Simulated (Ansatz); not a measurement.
# The perfect SiC wire along [111], 14 atoms a period, H-terminated, part 2 of 2

Wanted: the relaxed geometry and the bands of the SiC wire along [111], 14 atoms a period, H-terminated.

Ansatz 0.2.0; DFT PBE, plane waves, PAW; relaxation of a wire's period; PAW set soft_1 (the session's first sound run).

So far. Step 2 (Relaxation of atoms and period): The cell's length comes to 7.738 Å with spin left out.

### 3. The perfect wire

This step: DFT PBE, plane waves, PAW; bands of a perfect wire; PAW set soft_1 (Ansatz 0.2.0).

At the relaxed period the bands are computed along the axis; those that cross an energy going forward count the channels that a perfect wire would open there.

Input file input.yaml:

```yaml
crystal:
  lattice:
    - [12.298, 0.0, 0.0]
    - [0.0, 12.818, 0.0]
    - [0.0, 0.0, 7.7375585282]
  atoms:
    - { symbol: Si, position: [0.375380855, 0.443856435, 0.005328471] }
    - { symbol: Si, position: [0.624588867, 0.443856435, 0.005328471] }
    - { symbol: C, position: [0.376613853, 0.444533718, 0.248811629] }
    - { symbol: C, position: [0.499984861, 0.64956135, 0.248801819] }
    - { symbol: C, position: [0.623355869, 0.444533718, 0.248811629] }
    - { symbol: H, position: [0.274402176, 0.637794282, 0.272051499] }
    - { symbol: H, position: [0.499984861, 0.262972657, 0.272116909] }
    - { symbol: H, position: [0.725567546, 0.637794282, 0.272051499] }
    - { symbol: H, position: [0.302709444, 0.403610688, 0.293262159] }
    - { symbol: H, position: [0.499984861, 0.731437663, 0.293220522] }
    - { symbol: H, position: [0.697260278, 0.403610688, 0.293262159] }
    - { symbol: Si, position: [0.374348895, 0.582490908, 0.335974242] }
    - { symbol: Si, position: [0.499984861, 0.373707604, 0.33599438] }
    - { symbol: Si, position: [0.625620828, 0.582490908, 0.335974242] }
    - { symbol: C, position: [0.376079236, 0.581514916, 0.579556299] }
    - { symbol: C, position: [0.499984861, 0.375612885, 0.579572061] }
    - { symbol: C, position: [0.623890486, 0.581514916, 0.579556299] }
    - { symbol: H, position: [0.301387873, 0.543481346, 0.626564065] }
    - { symbol: H, position: [0.37307147, 0.662595414, 0.626551444] }
    - { symbol: H, position: [0.42830045, 0.332585881, 0.626594606] }
    - { symbol: H, position: [0.571669272, 0.332585881, 0.626594606] }
    - { symbol: H, position: [0.626898252, 0.662595414, 0.626551444] }
    - { symbol: H, position: [0.698581849, 0.543481346, 0.626564065] }
    - { symbol: Si, position: [0.499984861, 0.512897053, 0.669870577] }
    - { symbol: C, position: [0.499984861, 0.512870697, 0.91695178] }
    - { symbol: H, position: [0.27432754, 0.496501946, 0.940616776] }
    - { symbol: H, position: [0.372407813, 0.333550002, 0.940638905] }
    - { symbol: H, position: [0.401901977, 0.708514282, 0.940589031] }
    - { symbol: H, position: [0.598067745, 0.708514282, 0.940589031] }
    - { symbol: H, position: [0.627561909, 0.333550002, 0.940638905] }
    - { symbol: H, position: [0.725642182, 0.496501946, 0.940616776] }
    - { symbol: Si, position: [0.499984861, 0.650943, 0.005321148] }
kpoints:
  mp_grid: { grid: [1, 1, 11] }
  band_path: { path: ["Γ", Z], npoints: 90 }
scf:
  occupations: { method: fermi_dirac, width: 0.05 }
hamiltonian:
  xc: pbe
  pseudopotentials: { kind: paw, azcp: { folder: soft_1 } }
output:
  dos: { e_range: [-5, 4] }
  write_potential: true
  write_density: true
  volumetric_format: npy
```

Started as:

```bash
ansatz run input.yaml --threads 4 --pin off --max-ram 16384MiB --backend cpu --events-out ev --progress --plain --runs-dir out
```

Numbers of over 12 decimals in the logs are rounded to 6 here.

Log:

```text
[...]
Crystal: 32 atoms, lattice volume = 1219.716 Å³
Basis set: ecut = 420 eV, 23815 PW (Γ)
Bands: 69, of which v1, the nominal top of the filled ones, is band 37 counted from 1 (36 counted from 0)
Symmetry: 2 space group operations
[...]
k-points: 6 of 11 (time reversal used)
[...]
SCF iter   1: F=—  HF=-6516.554386 eV  |F-HF|=—  |Δ(HF+E_count)|=         —  Δρ=6.30e-2  dr2=6.11e1  ethr=3.10e-3  ⟨swp⟩=9.3  Hψ=2611  notcnv=0  defer=67
[...]
SCF iter  10: F=-6496.889786 eV  HF=-6496.889786 eV  |F-HF|=6.82e-9  |Δ(HF+E_count)|=   2.50e-7  Δρ=1.65e-6  dr2=3.97e-8  ethr=1.35e-10  ⟨swp⟩=22.0  Hψ=4416  notcnv=0
SCF 1 converged in 10 iterations: F = -6496.889786 eV  dr2 = 3.97e-8
[...]
NSCF: frozen V_eff on 91 k-points
WARN: The output density's exchange-correlation potential varies sharply where the density is thin. Do not read a vacuum level from v_tot or v_xc, or from such a field of the output density. On a cell that repeats whose density bears no net charge and no dipole along the vacuum's axis use v_es (v_loc + v_h of the components); under efield.dipole_correction with no amplitude use v_es + v_field, which holds any externa [...]
SCF converged after 10 iterations
Free energy (F): -6496.889786 eV
[...]
Internal energy: -6496.889786 eV  (E = F + TS)
E sigma→0 (E₀):  -6496.889786 eV
Fermi energy:    -1.767356 eV
[...]
--- Band table (eV; the first three rows and the last of 6) ---
  k-point 0: bands = [... 33 lower, -5.0353, -4.6293, -4.6270, -4.1834, 0.6815, 0.7185, 0.7632, 1.4129, ... 28 higher]
  k-point 1: bands = [... 33 lower, -5.0179, -4.6278, -4.6255, -4.2099, 0.7087, 0.7470, 0.7720, 1.4145, ... 28 higher]
  k-point 2: bands = [... 33 lower, -4.9686, -4.6241, -4.6218, -4.2886, 0.7792, 0.8049, 0.8303, 1.3822, ... 28 higher]
  k-point 5: bands = [... 33 lower, -4.8793, -4.7934, -4.6073, -4.6048, 0.8067, 1.1833, 1.2335, 1.3054, ... 28 higher]
```

It took 3.4 min on 4 threads of Arm Neoverse V1, shared host; peak memory 4.4 GiB; 13 min of CPU time.

Numbers from this step:

| Property | Result |
| --- | --- |
| band gap | 4.865 eV |

The electronic bands at the labelled points (eV, zero at the Fermi level; v1 is the highest filled band, c1 the lowest empty one):

| point | v4 | v3 | v2 | v1 | c1 | c2 | c3 | c4 |
| --- | --- | --- | --- | --- | --- | --- | --- | --- |
| Γ | -3.27 | -2.86 | -2.86 | -2.42 | 2.45 | 2.49 | 2.53 | 3.18 |
| halfway | -3.16 | -2.85 | -2.85 | -2.61 | 2.58 | 2.65 | 2.69 | 3.10 |
| Z | -3.11 | -3.08 | -2.84 | -2.84 | 2.57 | 2.97 | 3.02 | 3.09 |

The gap is 4.86 eV, with spin left out.

The path shows a direct gap of 4.87 eV (valence top at Γ, conduction bottom at Γ).

### 4. Another level of theory, cutoff 500 eV, k-mesh 1×1×8

This step: DFT r2SCAN, plane waves, PAW; bands of a perfect wire at the PBE geometry; PAW set soft_1 (Ansatz 0.2.0).

The atoms stay at the PBE geometry and the functional changes. r2SCAN also reads the kinetic-energy density; it often gives larger moments and wider gaps than PBE, at a higher cost. Against the first PBE run of this kind, the cutoff is 500 eV against 420 and the mesh along the wire has 8 points against 11.

input.yaml: that of step 3 with these lines changed.

```diff
@@ -39,3 +39,3 @@
 kpoints:
-  mp_grid: { grid: [1, 1, 11] }
+  mp_grid: { grid: [1, 1, 8] }
   band_path: { path: ["Γ", Z], npoints: 90 }
@@ -44,8 +44,3 @@
 hamiltonian:
-  xc: pbe
+  xc: r2scan
   pseudopotentials: { kind: paw, azcp: { folder: soft_1 } }
-output:
-  dos: { e_range: [-5, 4] }
-  write_potential: true
-  write_density: true
-  volumetric_format: npy
```

Log:

```text
[...]
Crystal: 32 atoms, lattice volume = 1219.716 Å³
Basis set: ecut = 500 eV, 30971 PW (Γ), exchange–correlation on 360×384×240 points (64 copies of the dense FFT grid, shifted against one another)
Bands: 69, of which v1, the nominal top of the filled ones, is band 37 counted from 1 (36 counted from 0)
Symmetry: 2 space group operations
[...]
k-points: 5 of 8 (time reversal used)
[...]
SCF iter   1: F=—  HF=-6542.471293 eV  |F-HF|=—  |Δ(HF+E_count)|=         —  Δρ=6.02e-2  dr2=5.54e1  dr2_τ=4.63e0  ethr=3.10e-3  ⟨swp⟩=9.2  Hψ=2172  notcnv=0  defer=62
[...]
SCF iter  10: F=-6526.776148 eV  HF=-6526.776148 eV  |F-HF|=3.61e-8  |Δ(HF+E_count)|=   1.06e-7  Δρ=1.23e-6  dr2=1.97e-8  dr2_τ=1.07e-9  ethr=1.35e-10  ⟨swp⟩=23.2  Hψ=3634  notcnv=0
SCF 1 converged in 10 iterations: F = -6526.776148 eV  dr2 = 1.97e-8
[...]
SCF converged after 10 iterations
Free energy (F): -6526.776148 eV
[...]
Internal energy: -6526.776148 eV  (E = F + TS)
E sigma→0 (E₀):  -6526.776148 eV
Fermi energy:    -1.735003 eV
[...]
--- Band table (eV; the first three rows and the last of 5) ---
  k-point 0: bands = [... 33 lower, -5.3077, -4.8907, -4.8885, -4.4039, 0.9589, 0.9790, 1.2222, 1.8019, ... 28 higher]
  k-point 1: bands = [... 33 lower, -5.2734, -4.8883, -4.8861, -4.4571, 1.0155, 1.0363, 1.2297, 1.8060, ... 28 higher]
  k-point 2: bands = [... 33 lower, -5.1996, -4.8821, -4.8798, -4.6146, 1.1755, 1.1991, 1.2362, 1.7369, ... 28 higher]
  k-point 4: bands = [... 33 lower, -5.1494, -5.1093, -4.8681, -4.8656, 1.1668, 1.5236, 1.5522, 1.6568, ... 28 higher]
```

Wall time 5.4 min (4 threads); peak memory 6.9 GiB.

This step gave:

```
band gap : 5.363 eV
```

The electronic bands at the labelled points (eV, zero at the Fermi level; v1 is the highest filled band, c1 the lowest empty one):

| point | v4 | v3 | v2 | v1 | c1 | c2 | c3 | c4 |
| --- | --- | --- | --- | --- | --- | --- | --- | --- |
| Γ | -3.57 | -3.16 | -3.15 | -2.67 | 2.69 | 2.71 | 2.96 | 3.54 |
| halfway | -3.46 | -3.15 | -3.14 | -2.88 | 2.91 | 2.93 | 2.97 | 3.47 |
| Z | -3.41 | -3.37 | -3.13 | -3.13 | 2.90 | 3.26 | 3.29 | 3.39 |

The gap is 5.36 eV, against 4.86 eV under PBE at the relaxed period.

### 5. Another level of theory, level HSE06, cutoff 420 eV

This step: DFT HSE06, plane waves, PAW; levels of a perfect wire at the PBE geometry; PAW set soft_1 (Ansatz 0.2.0).

The atoms stay at the PBE geometry and the functional changes. HSE06 mixes in a quarter of short-range exact exchange, which removes part of the self-interaction that closes gaps; it is dear, so the mesh is thinner and no path is run. Against the first PBE run of this kind, the mesh along the wire has 4 points against 11.

input.yaml: that of step 4 with these lines changed.

```diff
@@ -39,4 +39,3 @@
 kpoints:
-  mp_grid: { grid: [1, 1, 8] }
-  band_path: { path: ["Γ", Z], npoints: 90 }
+  mp_grid: { grid: [1, 1, 4] }
 scf:
@@ -44,3 +43,3 @@
 hamiltonian:
-  xc: r2scan
+  xc: hse06
   pseudopotentials: { kind: paw, azcp: { folder: soft_1 } }
```

Log:

```text
[...]
Crystal: 32 atoms, lattice volume = 1219.716 Å³
Basis set: ecut = 420 eV, 23815 PW (Γ)
Bands: 69, of which v1, the nominal top of the filled ones, is band 37 counted from 1 (36 counted from 0)
Symmetry: 2 space group operations
[...]
k-points: 3 of 4 (time reversal used)
[...]
Internal energy: -6501.692832 eV  (E = F + TS)
E sigma→0 (E₀):  -6501.692832 eV
Fermi energy:    -1.954951 eV
[...]
--- Band table (eV) ---
  k-point 0: bands = [... 33 lower, -5.8447, -5.4149, -5.4130, -4.8895, 1.0071]
  k-point 1: bands = [... 33 lower, -5.7290, -5.4062, -5.4043, -5.1118, 1.0874]
  k-point 2: bands = [... 33 lower, -5.6723, -5.6417, -5.3912, -5.3890, 1.1549]
  guard bands above this table: 31 of the run's 69 bands. The solve was not asked for them (output.publish_guard_bands: true or output.eigenvalues: true publishes all)
[key lines of the parts left out:]
Free energy (F): -6501.692832 eV
```

The job ended after 3.6 min (4 threads; peak memory 2.9 GiB; 14 min of CPU time).

This step gave:

```yaml
band_gap: 5.896 eV
```

The gap is 5.90 eV, against 4.86 eV under PBE at the relaxed period.

### 6. Results

```yaml
cell_length_pbe: 7.738 Å
gap_pbe: 4.86 eV
gap_r2scan: 5.36 eV
gap_hse06: 5.90 eV
```

What this shows: Under PBE the cell's length is 7.74 Å, and a gap of 4.86 eV makes it a semiconductor. At the relaxed period the wire is gapped under every functional, from 4.86 eV (PBE) to 5.90 eV (HSE06). Weak screening in one dimension makes quasiparticle gaps larger than the semilocal gaps, as a rule. Plain hydrogen on a compound's surface is a simple closure: it may leave surface states, and facets that end in unlike atoms put a field across the wire, both of which shrink the gap. A hybrid's gap is read on a coarse mesh, without a band path.

[Logs are printed without paths, hosts, clocks, repeated set-up lines and the standing remarks that a program may print on its own settings, such as how far it seeks lower states.]

[Hosts, paths, dates, database ids (printed as entryN), source tags and the programs' standing remarks are cut or masked in the printed files.]
